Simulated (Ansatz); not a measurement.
**Na2H14C6S2Cl2O9 (C2/c) (140 atoms) under strain**

How stiff is Na2H14C6S2Cl2O9 (C2/c) (140 atoms), and how do its levels respond to strain?

Main program and level: Ansatz 0.2.0; Kohn-Sham DFT, RPBE+D3(BJ), PAW (set soft_2), plane waves.

## Step 1: The starting structure

The cell holds 140 atoms: 8 Na, 56 H, 24 C, 8 S, 8 Cl and 36 O. Its edges and angles: a = 28.523 Å, b = 5.276 Å, c = 10.722 Å, α = 90.0°, β = 101.7°, γ = 90.0°. It derives from Na2H14C6S2Cl2O9 (C2/c), repeated 1×1×1. Na2H14C6S2Cl2O9, space group C2/c, structure from the Crystallography Open Database, 1 x 1 x 1 conventional cells; every coordinate displaced by a Gaussian of 0.01 Å; bonds to H set to neutron lengths (C-H 1.089, N-H 1.015, O-H 0.983, B-H 1.19 Å) where the listed ones are shorter.

What the set-up can't give: The cell is under 6 Å thick along one periodic direction, so every atom has periodic images of itself close by, which move with it and show among its neighbours and in g(r).

## Step 2: Single point at the start

A single point comes first, to see the forces before anything moves.

The input, input.yaml:

```yaml
crystal:
  lattice:
    - [28.523, 0.0, 0.0]
    - [0.0, 5.2756, 0.0]
    - [-2.16879, 0.0, 10.50036]
  atoms:
    - { symbol: Na, position: [0.04353, 0.61573, 0.63172] }
    - { symbol: Na, position: [0.95771, 0.61261, 0.86852] }
    - { symbol: Na, position: [0.54337, 0.12013, 0.63159] }
    - { symbol: Na, position: [0.45668, 0.11519, 0.86858] }
    - { symbol: Na, position: [0.95758, 0.38653, 0.36831] }
    - { symbol: Na, position: [0.04341, 0.3858, 0.13171] }
    - { symbol: Na, position: [0.45716, 0.88326, 0.36929] }
    - { symbol: Na, position: [0.54359, 0.88466, 0.1328] }
    - { symbol: H, position: [0.15646, 0.19088, 0.45581] }
    - { symbol: H, position: [0.84318, 0.193, 0.04502] }
    - { symbol: H, position: [0.657, 0.693, 0.45316] }
    - { symbol: H, position: [0.34309, 0.69174, 0.04616] }
    - { symbol: H, position: [0.84374, 0.80662, 0.54705] }
    - { symbol: H, position: [0.15636, 0.8111, 0.95503] }
    - { symbol: H, position: [0.34349, 0.31102, 0.54475] }
    - { symbol: H, position: [0.65666, 0.30756, 0.95491] }
    - { symbol: H, position: [0.1259, 0.4731, 0.47804] }
    - { symbol: H, position: [0.87447, 0.47577, 0.01981] }
    - { symbol: H, position: [0.62548, 0.96887, 0.47848] }
    - { symbol: H, position: [0.37446, 0.97147, 0.02184] }
    - { symbol: H, position: [0.87375, 0.52758, 0.52093] }
    - { symbol: H, position: [0.12541, 0.52714, 0.9782] }
    - { symbol: H, position: [0.37415, 0.02929, 0.52177] }
    - { symbol: H, position: [0.62583, 0.03037, 0.97802] }
    - { symbol: H, position: [0.15275, 0.04022, 0.66724] }
    - { symbol: H, position: [0.84752, 0.04144, 0.83198] }
    - { symbol: H, position: [0.65179, 0.53628, 0.66941] }
    - { symbol: H, position: [0.34766, 0.53988, 0.83002] }
    - { symbol: H, position: [0.84756, 0.96395, 0.33066] }
    - { symbol: H, position: [0.1521, 0.95873, 0.17061] }
    - { symbol: H, position: [0.34755, 0.45886, 0.33095] }
    - { symbol: H, position: [0.65228, 0.46029, 0.16908] }
    [... 102 atom lines left out ...]
    - { symbol: O, position: [0.38959, 0.16643, 0.28698] }
    - { symbol: O, position: [0.6109, 0.16705, 0.21064] }
    - { symbol: O, position: [2.0e-05, 0.35525, 0.74842] }
    - { symbol: O, position: [0.50046, 0.85629, 0.74968] }
    - { symbol: O, position: [0.99974, 0.64718, 0.2502] }
    - { symbol: O, position: [0.50059, 0.14657, 0.251] }
kpoints:
  mp_grid: { grid: [1, 2, 1] }
hamiltonian:
  xc: rpbe
  dispersion: d3bj
scf:
  occupations: { method: gaussian, width: 0.05 }
output:
  forces: true
```

Launch:

```
> ansatz run input.yaml --threads 8 --pin off --max-ram 15872MiB --backend cpu --events-out ev --progress --plain --runs-dir out
```

Numbers of over 12 decimals in the logs are rounded to 6 here.

The log of the run:

```text
[...]
Pseudopotentials: kind: paw
Pseudopotential: Na, paw, valence charge 9, recommended cutoff 420 eV (normal), Na.paw.azcp
Pseudopotential: H, paw, valence charge 1, recommended cutoff 420 eV (normal), H.paw.azcp
Pseudopotential: C, paw, valence charge 4, recommended cutoff 420 eV (normal), C.paw.azcp
Pseudopotential: S, paw, valence charge 6, recommended cutoff 420 eV (normal), S.paw.azcp
Pseudopotential: Cl, paw, valence charge 7, recommended cutoff 420 eV (normal), Cl.paw.azcp
Pseudopotential: O, paw, valence charge 6, recommended cutoff 420 eV (normal), O.paw.azcp
[... 5 lines on functional and potentials left out ...]
Crystal: 140 atoms, lattice volume = 1580.052 Å³
Basis set: ecut = 420 eV, 30791 PW (Γ), exchange–correlation on 384×72×144 points (8 copies of the dense FFT grid, shifted against one another)
Bands: 412, of which v1, the nominal top of the filled ones, is band 272 counted from 1 (271 counted from 0)
Symmetry: 1 space group operations
Space group: P1 (ITA 1), of the structure as read, at distance tolerance 1.2e-4 Å
k-points: 2
[... 18 lines on functional and potentials left out ...]
Initial density: superposition of atomic densities (neutral atoms: chi_scale 0, normalization atom), corrected by the library's trained network
Initial wavefunctions: pseudopotential atomic-orbital guess
[...]
SCF iter   1: F=—  HF=-55313.837513 eV  |F-HF|=—  |Δ(HF+E_count)|=         —  Δρ=5.86e-3  dr2=6.57e-1  ethr=1.77e-3  ⟨swp⟩=5.0  Hψ=3590  notcnv=0  defer=234
preconditioner: auto → Resta (q_TF=auto, 2.284 Å⁻¹)  ε∞=2.5  [insulator: Δε(μ)=5.211 eV  Ē_g=17.666 eV  σ=0.050 eV  W_gap=1.00  n_scr=302 (ndim 8)  ℏωp=21.5 eV  f_vac=0.181  D(μ)=0.00/eV (n_scr^D=0)  ε∞_Penn≈2.5]
SCF iter   2: F=—  HF=-55313.646407 eV  |F-HF|=—  |Δ(HF+E_count)|=   1.91e-1  Δρ=2.72e-3  dr2=9.29e-2  ethr=1.21e-4  ⟨swp⟩=2.0  Hψ=1166  notcnv=0  defer=267
SCF iter   3: F=—  HF=-55313.670848 eV  |F-HF|=—  |Δ(HF+E_count)|=   2.44e-2  Δρ=1.14e-3  dr2=2.13e-2  ethr=1.71e-5  ⟨swp⟩=2.0  Hψ=1088  notcnv=0  defer=73
automatic band count: iteration 3 solves 315 bands in place of 412: the levels show a gap, and the empty bands left out lie too high to hold charge; the band table lists the bands solved (type scf.n_extra_bands for more)
SCF iter   4: F=—  HF=-55313.673461 eV  |F-HF|=—  |Δ(HF+E_count)|=   2.61e-3  Δρ=4.08e-4  dr2=1.93e-3  ethr=3.92e-6  ⟨swp⟩=2.0  Hψ=1090  notcnv=0  defer=73
SCF iter   5: F=—  HF=-55313.673878 eV  |F-HF|=—  |Δ(HF+E_count)|=   4.17e-4  Δρ=1.31e-4  dr2=2.39e-4  ethr=3.55e-7  ⟨swp⟩=2.0  Hψ=1084  notcnv=0  defer=73
SCF iter   6: F=—  HF=-55313.673948 eV  |F-HF|=—  |Δ(HF+E_count)|=   6.96e-5  Δρ=5.83e-5  dr2=4.16e-5  ethr=4.39e-8  ⟨swp⟩=2.5  Hψ=1077  notcnv=0  defer=73
SCF iter   7: F=—  HF=-55313.674184 eV  |F-HF|=—  |Δ(HF+E_count)|=   2.37e-4  Δρ=2.23e-5  dr2=6.33e-6  ethr=7.65e-9  ⟨swp⟩=2.5  Hψ=1135  notcnv=0  defer=73
SCF iter   8: F=—  HF=-55313.674187 eV  |F-HF|=—  |Δ(HF+E_count)|=   3.06e-6  Δρ=6.32e-6  dr2=5.58e-7  ethr=1.16e-9  ⟨swp⟩=2.0  Hψ=1080  notcnv=0  defer=73
SCF iter   9: F=-55313.674188 eV  HF=-55313.674188 eV  |F-HF|=3.09e-8  |Δ(HF+E_count)|=   6.02e-7  Δρ=2.47e-6  dr2=7.98e-8  ethr=1.84e-11  ⟨swp⟩=5.0  Hψ=2161  notcnv=0
SCF 1 converged in 9 iterations: F = -55313.674188 eV  dr2 = 7.98e-8
[...]
SCF converged after 9 iterations
Free energy (F): -55313.674188 eV
Harris-Foulkes:  -55313.674188 eV  (|F-HF|=3.09e-8)
Internal energy: -55313.674188 eV  (E = F + TS)
E sigma→0 (E₀):  -55313.674188 eV
Fermi energy:    3.134511 eV
--- Per-component energies (eV) ---
[...]
Σ components = -55313.674188   (vs F -55313.674188, Δ=0.00e0)
--- Forces (eV/Å), atoms counted from 1 ---
  atom   1  Na    -0.12877010    -0.09119671    -0.14607924
  atom   2  Na     0.04867977    -0.07556487     0.16687656
  atom   3  Na    -0.13151344    -0.16087091    -0.10416863
  atom   4  Na     0.15712157    -0.07507491     0.13553178
[...]
atom 140  O     -0.80933023    -0.36670378    -0.84168227
  max |Σ_I F_I| component: 9.34e-5 eV/Å
```

Run time: 16 s. Hardware: 8 threads of Arm Neoverse V2, shared host; peak memory 5.8 GiB; 1.9 min of CPU time.

The column dr2 measures how far the density is from self-consistency, as an energy; F and HF (Harris–Foulkes) agree once it is small.

The r.m.s. force at the start is 0.62 eV/Å.

## Step 3: Cell and atoms relaxed

The cell is relaxed with the atoms, since the starting lattice needn't suit this functional.

The input, input.yaml:

```yaml
crystal:
  lattice:
    - [28.523, 0.0, 0.0]
    - [0.0, 5.2756, 0.0]
    - [-2.16879, 0.0, 10.50036]
  atoms:
    [... the 140 atom lines of step 2 ...]
kpoints:
  mp_grid: { grid: [1, 2, 1] }
hamiltonian:
  xc: rpbe
  dispersion: d3bj
scf:
  occupations: { method: gaussian, width: 0.05 }
output:
  forces: true
relax:
  f_tol: 0.05
  max_steps: 150
  cell: {}
```

The log of the run:

```text
[...]
Crystal: 140 atoms, lattice volume = 1580.052 Å³
Basis set: ecut = 420 eV, 30791 PW (Γ), exchange–correlation on 384×72×144 points (8 copies of the dense FFT grid, shifted against one another)
Bands: 412, of which v1, the nominal top of the filled ones, is band 272 counted from 1 (271 counted from 0)
Symmetry: 1 space group operations
[...]
k-points: 2
[...]
SCF iter   1: F=—  HF=-55313.837513 eV  |F-HF|=—  |Δ(HF+E_count)|=         —  Δρ=5.86e-3  dr2=6.57e-1  ethr=1.77e-3  ⟨swp⟩=5.0  Hψ=3590  notcnv=0  defer=234
[...]
SCF iter   8: F=—  HF=-55313.674187 eV  |F-HF|=—  |Δ(HF+E_count)|=   3.18e-6  Δρ=6.17e-6  dr2=5.34e-7  ethr=1.15e-9  ⟨swp⟩=2.0  Hψ=1080  notcnv=0  defer=267
SCF iter   9: F=-55313.674188 eV  HF=-55313.674188 eV  |F-HF|=3.05e-8  |Δ(HF+E_count)|=   6.01e-7  Δρ=2.45e-6  dr2=7.78e-8  ethr=1.84e-11  ⟨swp⟩=5.0  Hψ=2317  notcnv=0
SCF 1 converged in 9 iterations: F = -55313.674188 eV  dr2 = 7.78e-8
[...]
relax step   1: F+E_penalty+E_count = -55313.67418795 eV  Δ(F+E_penalty+E_count) = +0.000e0 eV  max|allowed force component| = 3.192e0 eV/Å  Δτ_max = 0.0000 Å  P = +1.746 GPa  Ω = 1580.052 Å³  (9 SCF iters, dr2 threshold 1.00e-7 eV, accepted)
[... from here on, the SCF cycles and remarks between the steps are left out ...]
relax step   2: F+E_penalty+E_count = -55315.05248982 eV  Δ(F+E_penalty+E_count) = -1.378e0 eV  max|allowed force component| = 1.719e0 eV/Å  Δτ_max = 0.1504 Å  P = +1.101 GPa  Ω = 1530.995 Å³  energy of the carried Pulay correction = +1.265e-1 eV  (7 SCF iters, dr2 threshold 1.40e-5 eV, accepted)
relax step   3: F+E_penalty+E_count = -55315.42310440 eV  Δ(F+E_penalty+E_count) = -3.706e-1 eV  max|allowed force component| = 3.128e-1 eV/Å  Δτ_max = 0.1532 Å  P = -0.013 GPa  Ω = 1539.428 Å³  energy of the carried Pulay correction = +1.044e-1 eV  (7 SCF iters, dr2 threshold 1.40e-5 eV, accepted)
relax step   4: F+E_penalty+E_count = -55315.52978021 eV  Δ(F+E_penalty+E_count) = -1.067e-1 eV  max|allowed force component| = 1.945e-1 eV/Å  Δτ_max = 0.1156 Å  P = -0.080 GPa  Ω = 1531.063 Å³  energy of the carried Pulay correction = +1.263e-1 eV  (7 SCF iters, dr2 threshold 6.12e-6 eV, accepted)
relax step   5: F+E_penalty+E_count = -55315.64484878 eV  Δ(F+E_penalty+E_count) = -1.151e-1 eV  max|allowed force component| = 2.781e-1 eV/Å  Δτ_max = 0.2000 Å  P = -0.155 GPa  Ω = 1527.932 Å³  energy of the carried Pulay correction = +1.345e-1 eV  (8 SCF iters, dr2 threshold 2.36e-6 eV, accepted)
relax step   6: F+E_penalty+E_count = -55315.74154429 eV  Δ(F+E_penalty+E_count) = -9.670e-2 eV  max|allowed force component| = 3.486e-1 eV/Å  Δτ_max = 0.1952 Å  P = -0.056 GPa  Ω = 1525.553 Å³  energy of the carried Pulay correction = +1.407e-1 eV  (7 SCF iters, dr2 threshold 4.83e-6 eV, accepted)
relax step   7: F+E_penalty+E_count = -55315.73864255 eV  Δ(F+E_penalty+E_count) = +2.902e-3 eV  max|allowed force component| = 1.501e-1 eV/Å  Δτ_max = 0.1846 Å  P = -0.007 GPa  Ω = 1525.216 Å³  energy of the carried Pulay correction = +1.416e-1 eV  (8 SCF iters, dr2 threshold 7.59e-6 eV, rejected (line search))
relax step   8: F+E_penalty+E_count = -55315.79442531 eV  Δ(F+E_penalty+E_count) = -5.288e-2 eV  max|allowed force component| = 3.323e-2 eV/Å  Δτ_max = 0.0705 Å  P = +0.002 GPa  Ω = 1522.915 Å³  energy of the carried Pulay correction = +1.477e-1 eV  (11 SCF iters, accepted)
relax step   9: F+E_penalty+E_count = -55315.73455083 eV  Δ(F+E_penalty+E_count) = +5.987e-2 eV  max|allowed force component| = 7.546e-1 eV/Å  Δτ_max = 0.0986 Å  P = -0.272 GPa  Ω = 1521.318 Å³  energy of the carried Pulay correction = +1.519e-1 eV  (11 SCF iters, rejected (line search))
relax step  10: F+E_penalty+E_count = -55315.80076381 eV  Δ(F+E_penalty+E_count) = -6.339e-3 eV  max|allowed force component| = 8.758e-2 eV/Å  Δτ_max = 0.0477 Å  P = +0.018 GPa  Ω = 1522.269 Å³  energy of the carried Pulay correction = +1.494e-1 eV  (11 SCF iters, accepted)
relax step  11: F+E_penalty+E_count = -55315.80114634 eV  Δ(F+E_penalty+E_count) = -3.825e-4 eV  max|allowed force component| = 3.216e-2 eV/Å  Δτ_max = 0.0187 Å  P = -0.014 GPa  Ω = 1523.375 Å³  energy of the carried Pulay correction = +1.465e-1 eV  (7 SCF iters, dr2 threshold 4.79e-7 eV, accepted)
relax step  12: F+E_penalty+E_count = -55315.68640792 eV  Δ(F+E_penalty+E_count) = +1.147e-1 eV  max|allowed force component| = 3.109e-2 eV/Å  Δτ_max = 0.0000 Å  P = -0.142 GPa  Ω = 1523.375 Å³  stress off target by 1.72e-1 GPa  SCF on the basis re-selected at this cell (its energy is not comparable with the rows above)  (7 SCF iters)
relax step  13: F+E_penalty+E_count = -55315.72907131 eV  Δ(F+E_penalty+E_count) = -4.266e-2 eV  max|allowed force component| = 3.848e-2 eV/Å  Δτ_max = 0.0288 Å  P = +0.008 GPa  Ω = 1508.824 Å³  energy of the carried Pulay correction = +3.676e-2 eV  (9 SCF iters, dr2 threshold 7.37e-8 eV, accepted)
relax step  14: F+E_penalty+E_count = -55315.69443807 eV  Δ(F+E_penalty+E_count) = +3.463e-2 eV  max|allowed force component| = 3.808e-2 eV/Å  Δτ_max = 0.0000 Å  P = -0.012 GPa  Ω = 1508.824 Å³  stress off target by 4.76e-2 GPa  SCF on the basis re-selected at this cell (its energy is not comparable with the rows above)  (5 SCF iters)
[...]
SCF converged after 5 iterations
Free energy (F): -55315.694438 eV
[...]
Internal energy: -55315.694438 eV  (E = F + TS)
E sigma→0 (E₀):  -55315.694438 eV
Fermi energy:    3.394012 eV
[...]
Σ components = -55315.694438   (vs F -55315.694438, Δ=0.00e0)
--- Forces (eV/Å), atoms counted from 1 ---
  atom   1  Na     0.00493627     0.00214420     0.00239181
  atom   2  Na    -0.00216049     0.00436750    -0.00066906
  atom   3  Na     0.00110740     0.00109754    -0.00800459
  atom   4  Na    -0.00610045     0.00556008    -0.00545349
[...]
atom 140  O      0.01385133     0.03250658     0.00280384
  max |Σ_I F_I| component: 1.46e-5 eV/Å
--- Stress (GPa, compression-positive) ---
       -0.017726      -0.002212      -0.027286
       -0.002212       0.002995      -0.000877
       -0.027287      -0.000877      -0.022581
  P = ⅓ Tr σ = -0.0124 GPa (-0.124 kbar)
--- Relaxed structure (12 steps of the walk, 10 accepted, 2 SCFs on fresh bases) ---
  F+E_penalty+E_count = -55315.69443807 eV   max|allowed force component| = 3.808e-2 eV/Å   (the final SCF, on the basis selected at the relaxed cell)
  cell:  # Å, volume = 1508.8244 Å³
    - [28.344143, 0.047272, 0.077769]
    - [0.0087435, 5.177754, 0.013269]
    - [-2.126561, 0.022816, 10.275228]
  atoms:
    - { symbol: Na, position: [0.042510, 0.607931, 0.635759] }
    - { symbol: Na, position: [0.960370, 0.593595, 0.881315] }
    - { symbol: Na, position: [0.540160, 0.080423, 0.624978] }
    - { symbol: Na, position: [0.458244, 0.121891, 0.869394] }
[...]
- { symbol: O, position: [0.496099, 0.155245, 0.228074] }
```

Wall time 3.8 min (8 threads); peak memory 5.9 GiB.

The relaxation converged after 12 steps, with a largest force component of 0.038 eV/Å.

[end of part 1 of 3]

[Logs are printed without paths, hosts, clocks, repeated set-up lines and the standing remarks that a program may print on its own settings, such as how far it seeks lower states.]

[Hosts, paths, dates, database ids (printed as entryN), source tags and the programs' standing remarks are cut or masked in the printed files.]
